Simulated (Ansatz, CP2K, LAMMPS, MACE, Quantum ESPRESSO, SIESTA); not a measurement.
**Amorphous 93SiO2-7B2O3 (mol %) (88 atoms): one relaxed cell, several methods**

Aim: relax amorphous 93SiO2-7B2O3 (mol %) (88 atoms), then compare forces, pressure and levels from several programs at that geometry.

These are calculated values.

## (1) The structure

The cell holds 88 atoms (26 Si, 4 B and 58 O), with edges of 10.93, 10.93 and 10.93 Å. Recipe: 88 atoms (26 Si, 4 B, 58 O) placed at random at 2.16 g/cm³, melted at 4000 K for 10 ps at fixed volume with the Buckingham and Coulomb pair potential of Guillot and Sator (Geochim. Cosmochim. Acta 71, 1249 (2007)) with the boron terms of Wang et al. (J. Non-Cryst. Solids 498, 294 (2018)). Quenched from 4000 K to 300 K at 100 K/ps and fixed volume, held 5 ps, then minimised at fixed cell. Then the atoms were relaxed with MACE MP-0b3 medium in the fixed cell. Then the atoms were relaxed with CP2K double zeta, PBE.

## (2) The relaxation

CP2K double zeta (DZVP-MOLOPT-SR, GTH-PBE potentials, 480 Ry; k-points Γ) took 22 geometry steps and reached its thresholds. It started from the geometry that MACE MP-0b3 medium had relaxed.

Elapsed: 9.4 min, on 4 MPI ranks of Intel Xeon Platinum 8488C (Sapphire Rapids), shared host; peak memory 2.5 GiB; 38 min of CPU time.

```csv
,before,after
energy (meV/atom),0,-2.0
Si-O bonds under 2.16 Å,105 at 1.661 Å,105 at 1.664 Å
B-O bonds under 1.82 Å,12 at 1.387 Å,12 at 1.391 Å
```

Atoms moved by 0.03 Å r.m.s. and 0.07 Å at most, with the common shift taken off.

## (3) Structure of the relaxed cell

Density 2.16 g/cm³, 14.83 Å³ an atom.

g(r), total and by pair (bins of 0.2 Å):

```csv
r (Å),total,O-O,O-Si,O-B,Si-Si,Si-B,B-B
1.30,0.57,0.00,0.00,9.45,0.00,0.00,0.00
1.50,0.37,0.00,0.28,4.41,0.00,0.00,0.00
1.70,4.96,0.00,12.76,0.00,0.00,0.00,0.00
1.90,0.04,0.00,0.09,0.00,0.00,0.00,0.00
2.10,0.00,0.00,0.00,0.00,0.00,0.00,0.00
2.30,0.17,0.38,0.00,0.00,0.00,0.00,0.00
2.50,0.80,1.74,0.00,0.00,0.00,1.53,0.00
2.70,1.98,4.48,0.00,0.29,0.00,0.70,0.00
2.90,0.72,0.90,0.17,0.53,1.07,5.24,0.00
3.10,0.65,0.42,0.25,0.24,4.10,0.00,0.00
3.30,0.66,0.52,0.44,1.02,2.29,0.00,0.00
3.50,0.80,0.73,1.01,1.28,0.12,0.00,0.00
3.70,1.08,0.83,1.58,1.47,0.00,0.36,0.00
3.90,1.25,0.67,1.87,2.65,0.30,1.31,0.00
4.10,1.17,0.74,1.70,1.20,0.64,2.07,0.00
4.30,1.18,0.82,1.69,0.86,0.92,1.05,0.00
4.50,1.02,1.05,0.92,0.89,1.22,1.47,0.00
4.70,0.96,1.30,0.55,1.00,1.05,1.12,0.00
4.90,1.12,1.23,0.81,0.92,1.79,1.87,2.73
5.10,1.02,1.47,0.59,0.35,1.11,1.16,0.00
5.30,0.94,1.12,0.81,0.72,0.78,0.70,2.25
```

Bonds by pair of elements; cutoffs follow the first minimum of g(r), held within bounds set by covalent radii, and pairs that aren't listed don't count as bonded:

```csv
pair A-B,cutoff (Å),bonds,mean length (Å),spread (Å),shortest (Å),B about A,A about B
O-Si,2.16,105,1.66,0.046,1.59,1.81,4.04
O-B,1.82,12,1.39,0.014,1.37,0.207,3
```

How many atoms have how many bonded neighbours:

```csv
element,mean,2,3,4,5
B,3,0,4,0,0
O,2.02,57,1,0,0
Si,4.04,0,0,25,1
```

Bond angles, per cent of each kind in bins of 5°:

```csv
angle (°),O-Si-O,Si-O-Si,B-O-Si,O-B-O
85–90,1.9,0.0,0.0,0.0
90–95,1.9,0.0,0.0,0.0
95–100,5.6,0.0,0.0,0.0
100–105,18.1,0.0,0.0,0.0
105–110,29.4,0.0,0.0,0.0
110–115,23.7,0.0,8.3,0.0
115–120,12.5,4.2,8.3,50.0
120–125,2.5,6.2,8.3,50.0
125–130,1.2,12.5,0.0,0.0
130–135,0.6,6.2,0.0,0.0
135–140,1.9,8.3,8.3,0.0
140–145,0.0,14.6,16.7,0.0
145–150,0.0,12.5,25.0,0.0
150–155,0.0,8.3,8.3,0.0
155–160,0.0,12.5,8.3,0.0
160–165,0.0,10.4,8.3,0.0
165–170,0.0,2.1,0.0,0.0
170–175,0.6,2.1,0.0,0.0
```

Bond angles (no mean is given where the spread exceeds 20°):

```csv
angle,count,mean (°),spread (°)
O-Si-O,160,109,9.7
Si-O-Si,48,144,14.2
B-O-Si,12,141,15.3
O-B-O,12,120,1.5
```

Oxygen atoms by the number of network formers (Si, P, Ge, B, Al, As, Ga) bound to them:

```csv
network formers bound to O,O atoms,per cent
0,0,0
1,0,0
2,57,98.3
3,1,1.7
```

Network units: each former by its oxygen neighbours and how many of them bridge to another former:

```csv
former,O neighbours,bridging O,atoms
Si,4,4,25
Si,5,5,1
B,3,3,4
```

Bond length by coordination (bonds to H left out):

```csv
element,coordination,atoms,mean bond length (Å)
O,2,57,1.63
O,3,1,1.83
Si,4,25,1.66
Si,5,1,1.76
```

Rings of the network by King's shortest-path rule, up to 12 atoms, one path for each pair of neighbours; H, halogens, alkali and alkaline-earth atoms are left out, and the last column divides by all other atoms, bonded or not:

```csv
ring size (atoms),rings,per network atom
6,2,0.023
8,5,0.057
10,14,0.159
12,14,0.159
```

Counting bonds as in the table, all B atoms have 3, 98 % of O atoms have 2 and 96 % of Si atoms have 4 bonded neighbours. The O-Si-O angle averages 109° with a spread of 10°. 98 % of the oxygens bridge two formers (Si and B) and 0 % are non-bridging; 2 % join three. The commonest Si unit has 4 oxygens, 4 of them shared with other formers (25 of 26 atoms). Rings of 10 and 12 atoms are the most common (40 % each of those counted); sizes run from 6 to 12, where the search stops.

## (4) The plane-wave reference

Quantum ESPRESSO 7.5: Kohn-Sham DFT, PBE, SSSP efficiency 1.3.0 pseudopotentials, plane waves. Its input for the relaxed cell:

```
&control
  calculation = 'scf'
  pseudo_dir = './pseudo'
  outdir = './tmp'
  disk_io = 'none'
  tprnfor = .true.
  tstress = .true.
/
&system
  ibrav = 0
  nat = 88
  ntyp = 3
  ecutwfc = 60
  ecutrho = 480
  nosym = .true.
  occupations = 'smearing'
  smearing = 'fd'
  degauss = 0.003675
/
&electrons
  conv_thr = 4.4e-07
  electron_maxstep = 100
  mixing_beta = 0.4
  mixing_mode = 'plain'
  diagonalization = 'david'
/
ATOMIC_SPECIES
Si 28.085 Si.upf
B 10.810 B.upf
O 15.999 O.upf
CELL_PARAMETERS angstrom
10.92910 0.00000 0.00000
0.00000 10.92910 0.00000
0.00000 0.00000 10.92910
ATOMIC_POSITIONS crystal
Si 0.91342 0.83497 0.15414
Si 0.41052 0.99113 0.58964
Si 0.69132 0.88408 0.33682
[... 83 atom lines left out ...]
O 0.60566 0.04672 0.05292
O 0.32591 0.76137 0.27923
K_POINTS gamma
```

Run time: 2.7 min. Hardware: 4 MPI ranks of Intel Xeon Platinum 8488C (Sapphire Rapids), shared host; peak memory 4.3 GiB.

## (5) All levels at this geometry

CPU times are from a shared host and are rough.

```
                level                    basis or training data  k-points  own r.m.s. force (meV/Å)  difference from the reference (meV/Å)  pressure (GPa)  Kohn-Sham gap (eV)  CPU time  memory (GiB)
              QE, PBE   plane waves, SSSP efficiency, 60/480 Ry         Γ                       104                                      -           -6.34                3.92    11 min           4.3
CP2K triple zeta, PBE     TZV2P-UZH, GTH-PBE potentials, 600 Ry         Γ                       132                                    110           -7.25                3.91    13 min           5.4
      SIESTA DZP, PBE  DZP orbitals, shift 0.01 Ry, mesh 400 Ry         Γ                       150                                    153           -4.01                3.89   4.7 min           2.2
   MACE MP-0b3 medium        trained on PBE(+U) plane-wave data         -                       114                                     60           -6.04                   -     9.6 s           1.0
```

The gap is the spacing of the highest filled and lowest empty Kohn-Sham level on the mesh; a dash marks partly filled levels, a spacing under 0.15 eV or a method without such levels.

## (6) Outcome

Relaxation in the fixed cell lowers the energy by 2 meV/atom at its own level and moves atoms by up to 0.07 Å. The reference finds an r.m.s. force of 104 meV/Å there and a pressure of -6.34 GPa, at a geometry that CP2K double zeta made. Forces differ from the reference's by 60 meV/Å (MACE MP-0b3 medium), 110 meV/Å (CP2K triple zeta, PBE) and 153 meV/Å (SIESTA DZP, PBE).

CP2K double zeta is at its own minimum here, so the reference's force is itself a measure of how the two differ. Pressures lie +0.3 GPa (MACE MP-0b3 medium), -0.9 GPa (CP2K triple zeta, PBE) and +2.3 GPa (SIESTA DZP, PBE) from the reference's. The highest filled and lowest empty levels lie 3.92 eV apart in the reference, against 3.91 eV in CP2K triple zeta, PBE and 3.89 eV in SIESTA DZP, PBE. Counting bonds as in the table, all B atoms have 3, 98 % of O atoms have 2 and 96 % of Si atoms have 4 bonded neighbours. 98 % of the oxygens bridge two formers (Si and B) and 0 % are non-bridging; 2 % join three.

Caveats: The density was set by the recipe and held. One sample of a disordered cell; defect or tail levels can set the gap. Gaps are read on the mesh, which holds the band edges only if they fold onto it, and semilocal functionals tend to put them under measured ones. The quench rate of 100 K/ps is many orders above laboratory rates, so the cell is likely richer in defects and strain than a real sample. The reference samples only Γ, in a cell whose shortest periodic width is 11 Å. The plane-wave runs aren't exact: their cutoffs and mesh weren't converged further here. SIESTA's automatically made basis is far from complete, and its potentials were converted by us (checked for H, C, O, Si, Ge and Ca alone). Where levels are smeared, the DFT runs use Fermi–Dirac occupations at 580 K (0.05 eV), and energies are free energies.

[Logs are printed without paths, hosts, clocks, repeated set-up lines and the standing remarks that a program may print on its own settings, such as how far it seeks lower states.]

[Hosts, paths, dates, database ids (printed as entryN), source tags and the programs' standing remarks are cut or masked in the printed files.]
